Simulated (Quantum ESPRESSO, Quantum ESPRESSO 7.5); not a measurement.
# Work function and surface energy of Ir(110) against thickness

Wanted: a thickness series of Ir(110), driven from Python.

Method: plane-wave DFT, PBE, GBRV ultrasoft pseudopotentials, in Quantum ESPRESSO 7.5.

Experimental background.

For Ir (clean (110) face, which reconstructs), “Anisotropic work function of elemental crystals” (2019, arxiv:1902.07811) quotes earlier work: work function (clean (110) face, which reconstructs) 5.42 eV.

## (1) Set-up

The cell holds 8 atoms: 8 Ir. Cell: a = 3.840 Å, b = 2.715 Å, c = 24.504 Å, α = 90.0°, β = 90.0°, γ = 90.0°. It derives from Ir. Vacuum lies along c.

Structure file:

```
CELL_PARAMETERS angstrom
3.84000 0.00000 0.00000
0.00000 2.71529 0.00000
0.00000 0.00000 24.50352
ATOMIC_POSITIONS crystal
Ir 0.50000 0.50000 0.30608
Ir 0.00000 0.00000 0.36148
Ir 0.50000 0.50000 0.41689
Ir 0.00000 0.00000 0.47230
Ir 0.50000 0.50000 0.52770
Ir 0.00000 0.00000 0.58311
Ir 0.50000 0.50000 0.63852
Ir 0.00000 0.00000 0.69392
```

## (2) Running the series

ASE writes the inputs, starts pw.x and reads the results. Under ESM bc1 the zero of energy of a symmetric slab is the vacuum, so the work function is minus the Fermi level.

run.py

```python
import json
import numpy as np
from ase.build import fcc110
from ase.calculators.espresso import Espresso, EspressoProfile

profile = EspressoProfile(command='mpirun -n 4 pw.x -nk 4', pseudo_dir='../pseudo')
pseudopotentials = {'Ir': 'ir_pbe_v1.2.uspp.F.UPF'}
system = {'ecutwfc': 40, 'ecutrho': 200, 'occupations': 'smearing', 'smearing': 'mv', 'degauss': 0.02}


def calculator(name, kpts, **extra):
    data = dict(control=dict(tprnfor=True, verbosity='high', disk_io='none'),
                system=system | extra,
                electrons=dict(conv_thr=1e-07, mixing_beta=0.4, mixing_mode='local-TF',
                               electron_maxstep=100))
    return Espresso(profile=profile, directory=name, pseudopotentials=pseudopotentials, kpts=kpts, input_data=data)


def centre(atoms):
    z = atoms.positions[:, 2]
    atoms.positions[:, 2] -= (z.max() + z.min()) / 2  # ESM wants the slab about z = 0
    return atoms


rows = []
for n in [3, 4, 5, 6, 7, 8]:
    slab = centre(fcc110('Ir', size=(1, 1, n), a=3.84, vacuum=7.5, periodic=True))
    slab.set_initial_magnetic_moments([0.0] * n)
    slab.calc = calculator(f'n{n}', (8, 12, 1), assume_isolated='esm', esm_bc='bc1')
    energy = slab.get_potential_energy()
    work = -slab.calc.get_fermi_level()
    force = slab.get_forces()[-1, 2]
    rows.append([n, energy, work, force])
    print(f'{n} layers: E = {energy:.5f} eV, work function {work:.3f} eV, force on the top atom {force:+.3f} eV/A')

n, energy = np.array(rows)[:, :2].T
slope, offset = np.polyfit(n[1:], energy[1:], 1)
area = np.linalg.norm(np.cross(*slab.cell[:2]))
gamma = offset / (2 * area) * 16.0218
print(f'bulk energy from the slope {slope:.5f} eV an atom; unrelaxed surface energy {gamma:.3f} J/m^2')
json.dump(dict(rows=rows, slope=slope, gamma=gamma), open('result.json', 'w'))
```

Launch:

```
$ OMP_NUM_THREADS=1 python run.py
```

The program printed:

```text
3 layers: E = -7415.82122 eV, work function 5.119 eV, force on the top atom -1.700 eV/A
4 layers: E = -9888.83295 eV, work function 4.952 eV, force on the top atom -0.997 eV/A
5 layers: E = -12362.17142 eV, work function 4.967 eV, force on the top atom -1.473 eV/A
6 layers: E = -14835.48705 eV, work function 5.070 eV, force on the top atom -1.249 eV/A
7 layers: E = -17308.69093 eV, work function 5.028 eV, force on the top atom -1.100 eV/A
8 layers: E = -19781.93363 eV, work function 4.995 eV, force on the top atom -1.177 eV/A
bulk energy from the slope -2473.27209 eV an atom; unrelaxed surface energy 3.234 J/m^2
```

Run time: 18 min. Hardware: 4 MPI ranks of Arm Neoverse V2, shared host; peak memory 1.1 GiB; 73 min of CPU time.

The input that ASE wrote for the first run, and its log:

```
&CONTROL
   verbosity        = 'high'
   tprnfor          = .true.
   disk_io          = 'none'
   pseudo_dir       = '../pseudo'
/
&SYSTEM
   ecutwfc          = 40
   ecutrho          = 200
   occupations      = 'smearing'
   degauss          = 0.02
   smearing         = 'mv'
   assume_isolated  = 'esm'
   esm_bc           = 'bc1'
   ntyp             = 1
   nat              = 3
   ibrav            = 0
/
&ELECTRONS
   electron_maxstep = 100
   conv_thr         = 1e-07
   mixing_mode      = 'local-TF'
   mixing_beta      = 0.4
/
&IONS
/
&CELL
/
&FCP
/
&RISM
/
ATOMIC_SPECIES
Ir 192.217 ir_pbe_v1.2.uspp.F.UPF

K_POINTS automatic
8 12 1  0 0 0

CELL_PARAMETERS angstrom
3.84000000000000 0.00000000000000 0.00000000000000
0.00000000000000 2.71529003975634 0.00000000000000
0.00000000000000 0.00000000000000 17.71529003975634

ATOMIC_POSITIONS angstrom
Ir 0.0000000000 0.0000000000 -1.3576450199  
Ir 1.9200000000 1.3576450199 0.0000000000  
Ir 0.0000000000 0.0000000000 1.3576450199
```

```text
Program PWSCF v.7.5 starts
[citation notice left out]

     Parallel version (MPI & OpenMP), running on       4 processor cores
     Number of MPI processes:                 4
     Threads/MPI process:                     1

     MPI processes distributed on     1 nodes
[... 1 line left out ...]

Warning: card &CELL ignored
Warning: card &FCP ignored
Warning: card &RISM ignored

     Current dimensions of program PWSCF are:
     Max number of different atomic species (ntypx) = 10
     Max number of k-points (npk) =  40000
     Max angular momentum in pseudopotentials (lmaxx) =  4
     Message from routine setup:
     using ibrav=0 with symmetry is DISCOURAGED, use correct ibrav instead

     K-points division:     npool     =       4
     Subspace diagonalization in iterative solution of the eigenvalue problem:
     a serial algorithm will be used

     G-vector sticks info
     --------------------
     sticks:   dense  smooth     PW     G-vecs:    dense   smooth      PW
     Sum         591     473    147                59577    42619    7425

     Using Slab Decomposition

     bravais-lattice index     =            0
     lattice parameter (alat)  =       7.2565  a.u.
     unit-cell volume          =    1246.5001 (a.u.)^3
     number of atoms/cell      =            3
     number of atomic types    =            1
     number of electrons       =        45.00
     number of Kohn-Sham states=           28
     kinetic-energy cutoff     =      40.0000  Ry
     charge density cutoff     =     200.0000  Ry
     scf convergence threshold =      1.0E-07
     mixing beta               =       0.4000
     number of iterations used =            8  local-TF  mixing
     Exchange-correlation= SLA  PW   PBE  PBE
                           (   1   4   3   4   0   0   0)

     Effective Screening Medium Method
     =================================
     Boundary Conditions: Vacuum-Slab-Vacuum
     total charge in unit cell        =   0.0000
     grid points for fit at edges     =        4

[... 10 lines left out ...]
     PseudoPot. # 1 for Ir read from file:
     ../pseudo/ir_pbe_v1.2.uspp.F.UPF
     Pseudo is Ultrasoft + core correction, Zval = 15.0
     Generated by new atomic code, or converted to UPF format
     Using radial grid of  983 points,  7 beta functions with:
                l(1) =   0
                l(2) =   0
                l(3) =   1
                l(4) =   1
                l(5) =   1
                l(6) =   2
                l(7) =   2
     Q(r) pseudized with  8 coefficients,  rinner =    1.400   1.400   1.400
                                                       1.400   1.400

     atomic species   valence    mass     pseudopotential
     Ir               15.00   192.21700     Ir( 1.00)

      8 Sym. Ops., with inversion, found

                                    s                        frac. trans.

      isym =  1     identity

[... 572 lines left out ...]
    -7.9817  -7.7781  -6.3615  -6.1839  -6.1609  -5.7484  -5.4929  -5.4561
    -4.6506  -3.9278  -3.2171  -0.3377

     occupation numbers
     1.0000   1.0000   1.0000   1.0000   1.0000   1.0000   1.0000   1.0000
     1.0000   1.0000   1.0000   1.0000   1.0000   1.0000   1.0000   1.0000
     1.0000   1.0000   1.0000   1.0000   1.0000   1.0186   1.0829   1.0748
     0.0014   0.0000   0.0000   0.0000

[... 340 lines left out ...]

     the Fermi energy is    -5.1186 ev

!    total energy              =    -545.05285438 Ry
     estimated scf accuracy    <       0.00000005 Ry
     smearing contrib. (-TS)   =      -0.00239216 Ry
     internal energy E=F+TS    =    -545.05046222 Ry

     The total energy is F=E-TS. E is the sum of the following terms:
     one-electron contribution =    1701.36350903 Ry
     hartree contribution      =    -856.72764406 Ry
     xc contribution           =    -150.70056524 Ry
     ewald contribution        =   -1238.98576195 Ry

     convergence has been achieved in  25 iterations

     negative rho (up, down):  9.374E-01 0.000E+00

     Forces acting on atoms (cartesian axes, Ry/au):

     atom    1 type  1   force =     0.00000000    0.00000000    0.06610431
     atom    2 type  1   force =     0.00000000    0.00000000    0.00000000
     atom    3 type  1   force =     0.00000000    0.00000000   -0.06610431
     The non-local contrib.  to forces
     atom    1 type  1   force =     0.00000000    0.00000000   -0.10158991
     atom    2 type  1   force =     0.00000000    0.00000000    0.00000000
     atom    3 type  1   force =     0.00000000    0.00000000    0.10158991
     The ionic contribution  to forces
     atom    1 type  1   force =     0.00000000    0.00000000 -138.02548533
     atom    2 type  1   force =    -0.00000000   -0.00000000   -0.00000000
     atom    3 type  1   force =     0.00000000    0.00000000  138.02548533
     The local contribution  to forces
     atom    1 type  1   force =    -0.00000000    0.00000000  138.17964339
     atom    2 type  1   force =    -0.00000000   -0.00000000   -0.00000374
     atom    3 type  1   force =    -0.00000000    0.00000000 -138.17965086
     The core correction contribution to forces
     atom    1 type  1   force =     0.00000000    0.00000000    0.01424661
     atom    2 type  1   force =     0.00000000    0.00000000   -0.00000000
     atom    3 type  1   force =    -0.00000000    0.00000000   -0.01424661
     The Hubbard contrib.    to forces
     atom    1 type  1   force =     0.00000000    0.00000000    0.00000000
     atom    2 type  1   force =     0.00000000    0.00000000    0.00000000
     atom    3 type  1   force =     0.00000000    0.00000000    0.00000000
     The SCF correction term to forces
     atom    1 type  1   force =     0.00000003    0.00000000   -0.00071467
     atom    2 type  1   force =    -0.00000002    0.00000000   -0.00000059
     atom    3 type  1   force =     0.00000000    0.00000000    0.00071368

     Total force =     0.093486     Total SCF correction =     0.001010
     Message from routine punch:
     Nothing written, as per user request (disk_io='none')

[... 1 line left out ...]

[... 1 line left out ...]

[... 1 line left out ...]

[... 3 lines left out ...]

[... 1 line left out ...]

[... 2 lines left out ...]

[... 1 line left out ...]

[... 1 line left out ...]

=------------------------------------------------------------------------------=
   JOB DONE.
=------------------------------------------------------------------------------=
```

Read from the output:

```
surface energy                     : 3.234 J/m²
work function of the thickest slab : 4.995 eV
```

The work function by layers:

| layers | work function (eV) |
| --- | --- |
| 3.00 | 5.12 |
| 4.00 | 4.95 |
| 5.00 | 4.97 |
| 6.00 | 5.07 |
| 7.00 | 5.03 |
| 8.00 | 5.00 |

The force on the top atom along the normal by layers:

| layers | force on the top atom along the normal (eV/Å) |
| --- | --- |
| 3.00 | -1.70 |
| 4.00 | -0.997 |
| 5.00 | -1.47 |
| 6.00 | -1.25 |
| 7.00 | -1.10 |
| 8.00 | -1.18 |

Table of energy less the bulk line's slope by layers:

| layers | energy less the bulk line's slope (meV) |
| --- | --- |
| 3.00 | 3995 |
| 4.00 | 4255 |
| 5.00 | 4189 |
| 6.00 | 4145 |
| 7.00 | 4214 |
| 8.00 | 4243 |

## (3) The script: LDA, GBRV ultrasoft

Level of this step: plane-wave DFT, LDA, GBRV ultrasoft pseudopotentials (Quantum ESPRESSO 7.5).

run.py, as its differences from the input of step 2:

```diff
@@ -6,3 +6,3 @@
 profile = EspressoProfile(command='mpirun -n 4 pw.x -nk 4', pseudo_dir='../pseudo')
-pseudopotentials = {'Ir': 'ir_pbe_v1.2.uspp.F.UPF'}
+pseudopotentials = {'Ir': 'ir_lda_v1.2.uspp.F.UPF'}
 system = {'ecutwfc': 40, 'ecutrho': 200, 'occupations': 'smearing', 'smearing': 'mv', 'degauss': 0.02}
```

Launch:

```
$ OMP_NUM_THREADS=1 python run.py
```

The program printed:

```text
3 layers: E = -7419.01366 eV, work function 5.482 eV, force on the top atom -2.604 eV/A
4 layers: E = -9893.45800 eV, work function 5.315 eV, force on the top atom -1.917 eV/A
5 layers: E = -12368.22409 eV, work function 5.346 eV, force on the top atom -2.389 eV/A
6 layers: E = -14842.96987 eV, work function 5.442 eV, force on the top atom -2.157 eV/A
7 layers: E = -17317.60239 eV, work function 5.393 eV, force on the top atom -2.016 eV/A
8 layers: E = -19792.27235 eV, work function 5.369 eV, force on the top atom -2.087 eV/A
bulk energy from the slope -2474.70070 eV an atom; unrelaxed surface energy 4.071 J/m^2
```

Run time: 16 min. Hardware: 4 MPI ranks; peak memory 1.1 GiB; 62 min of CPU time.

Read from the output:

| Quantity | Value |
| --- | --- |
| surface energy | 4.071 J/m² |
| work function of the thickest slab | 5.369 eV |

Table of work function by layers:

| layers | work function (eV) |
| --- | --- |
| 3.00 | 5.48 |
| 4.00 | 5.31 |
| 5.00 | 5.35 |
| 6.00 | 5.44 |
| 7.00 | 5.39 |
| 8.00 | 5.37 |

Table of force on the top atom along the normal by layers:

| layers | force on the top atom along the normal (eV/Å) |
| --- | --- |
| 3.00 | -2.60 |
| 4.00 | -1.92 |
| 5.00 | -2.39 |
| 6.00 | -2.16 |
| 7.00 | -2.02 |
| 8.00 | -2.09 |

The energy less the bulk line's slope by layers:

| layers | energy less the bulk line's slope (meV) |
| --- | --- |
| 3.00 | 5088 |
| 4.00 | 5345 |
| 5.00 | 5279 |
| 6.00 | 5234 |
| 7.00 | 5302 |
| 8.00 | 5333 |

## (4) The script, with pools = 64

One more run, with a changed input.

Level of this step: plane-wave DFT, PBE, GBRV ultrasoft pseudopotentials (Quantum ESPRESSO 7.5).

run.py, as its differences from the input of step 2:

```diff
@@ -5,3 +5,3 @@
 
-profile = EspressoProfile(command='mpirun -n 4 pw.x -nk 4', pseudo_dir='../pseudo')
+profile = EspressoProfile(command='mpirun -n 4 pw.x -nk 64', pseudo_dir='../pseudo')
 pseudopotentials = {'Ir': 'ir_pbe_v1.2.uspp.F.UPF'}
@@ -14,3 +14,3 @@
                 electrons=dict(conv_thr=1e-07, mixing_beta=0.4, mixing_mode='local-TF',
-                               electron_maxstep=100))
+                               electron_maxstep=60))
     return Espresso(profile=profile, directory=name, pseudopotentials=pseudopotentials, kpts=kpts, input_data=data)
@@ -25,3 +25,3 @@
 rows = []
-for n in [3, 4, 5, 6, 7, 8]:
+for n in [3, 4, 5]:
     slab = centre(fcc110('Ir', size=(1, 1, n), a=3.84, vacuum=7.5, periodic=True))
```

Launch:

```
$ OMP_NUM_THREADS=1 python run.py
```

The program printed:

```text
subprocess.CalledProcessError: the calculator's command failed
```

The job ended after 2 s (4 MPI ranks; peak memory 0.33 GiB).

The input that ASE wrote for the run that failed, and its log:

```
&CONTROL
   verbosity        = 'high'
   tprnfor          = .true.
   disk_io          = 'none'
   pseudo_dir       = '../pseudo'
/
&SYSTEM
   ecutwfc          = 40
   ecutrho          = 200
   occupations      = 'smearing'
   degauss          = 0.02
   smearing         = 'mv'
   assume_isolated  = 'esm'
   esm_bc           = 'bc1'
   ntyp             = 1
   nat              = 3
   ibrav            = 0
/
&ELECTRONS
   electron_maxstep = 60
   conv_thr         = 1e-07
   mixing_mode      = 'local-TF'
   mixing_beta      = 0.4
/
&IONS
/
&CELL
/
&FCP
/
&RISM
/
ATOMIC_SPECIES
Ir 192.217 ir_pbe_v1.2.uspp.F.UPF

K_POINTS automatic
8 12 1  0 0 0

CELL_PARAMETERS angstrom
3.84000000000000 0.00000000000000 0.00000000000000
0.00000000000000 2.71529003975634 0.00000000000000
0.00000000000000 0.00000000000000 17.71529003975634

ATOMIC_POSITIONS angstrom
Ir 0.0000000000 0.0000000000 -1.3576450199  
Ir 1.9200000000 1.3576450199 0.0000000000  
Ir 0.0000000000 0.0000000000 1.3576450199
```

```text
Program PWSCF v.7.5 starts
[citation notice left out]

     Parallel version (MPI & OpenMP), running on       4 processor cores
     Number of MPI processes:                 4
     Threads/MPI process:                     1

     MPI processes distributed on     1 nodes
[... 1 line left out ...]

Warning: card &CELL ignored
Warning: card &FCP ignored
Warning: card &RISM ignored

     Current dimensions of program PWSCF are:
     Max number of different atomic species (ntypx) = 10
     Max number of k-points (npk) =  40000
     Max angular momentum in pseudopotentials (lmaxx) =  4
     Message from routine setup:
     using ibrav=0 with symmetry is DISCOURAGED, use correct ibrav instead

 %%%%%%%%%%%%%%%%%%%%%%%%%%%%%%%%%%%%%%%%%%%%%%%%%%%%%%%%%%%%%%%%%%%%%%%%%%%%%%
     Error in routine mp_start_pools (1):
     invalid number of pools, out of range
 %%%%%%%%%%%%%%%%%%%%%%%%%%%%%%%%%%%%%%%%%%%%%%%%%%%%%%%%%%%%%%%%%%%%%%%%%%%%%%

     stopping ...
```

The input was rejected at the start.

The fault put into the input: more pools than k-points or ranks (pools = 64).

The number of pools must divide the number of ranks; pools beyond the number of k-points stand idle.

## (5) A check by hand

γ = (E_N − N e_bulk)/(2A). The excess of the thickest slab is 4.243 eV and A = 10.427 Å²: 4.243/(2 × 10.427) × 16.02 = 3.26 J/m² (1 eV/Å² = 16.02 J/m²); the fit's intercept gives 3.23.

## (6) Outcome

```yaml
work_function_of_the_thickest_slab_pbe_gbrv_ultrasoft: 5.00 eV
unrelaxed_surface_energy_pbe_gbrv_ultrasoft: 3.23 J/m²
work_function_of_the_thickest_slab_lda_gbrv_ultrasoft: 5.37 eV
unrelaxed_surface_energy_lda_gbrv_ultrasoft: 4.07 J/m²
```

What this shows: The thickest slab gives a work function of 5.00 eV and the series an unrelaxed surface energy of 3.23 J/m² (PBE, GBRV ultrasoft). The work function swings by 0.17 eV over 3 to 8 layers and by 0.03 eV over the last step; confined states crossing the Fermi level and the finite mesh both contribute. From 6 layers on it stays within 0.1 eV. The force on the top atom of the thickest slab points inwards (1.18 eV/Å). The slabs are cut from the bulk at the tabulated lattice constant and not relaxed; the surface energy comes from a straight line through the energies of all but the thinnest slab. Spin-orbit coupling is left out; depending on the atoms that carry the levels of interest, it can split and shift them by tenths of an eV to an eV or more.

Comparison with the measured values:

```
                                                 quantity  measured        PBE, GBRV        LDA, GBRV
work function (clean (110) face, which reconstructs) (eV)      5.42  5.00 (-0.42 eV)  5.37 (-0.05 eV)
```

Measured values from arxiv:1902.07811 (2019).

How well it matches: The grades are ours: good and fair within 3 and 7 % for the work function. Other measurements of the same face can differ from the value quoted by 0.1 to 0.2 eV.

[Logs are printed without paths, hosts, clocks, repeated set-up lines and the standing remarks that a program may print on its own settings, such as how far it seeks lower states.]

[Hosts, paths, dates, database ids (printed as entryN), source tags and the programs' standing remarks are cut or masked in the printed files.]

[Maps of the electrostatic potential energy from Ansatz leave out the sawtooth potential of an applied field or a dipole correction, so their vacuum need not be flat; planar profiles and work functions include it.]
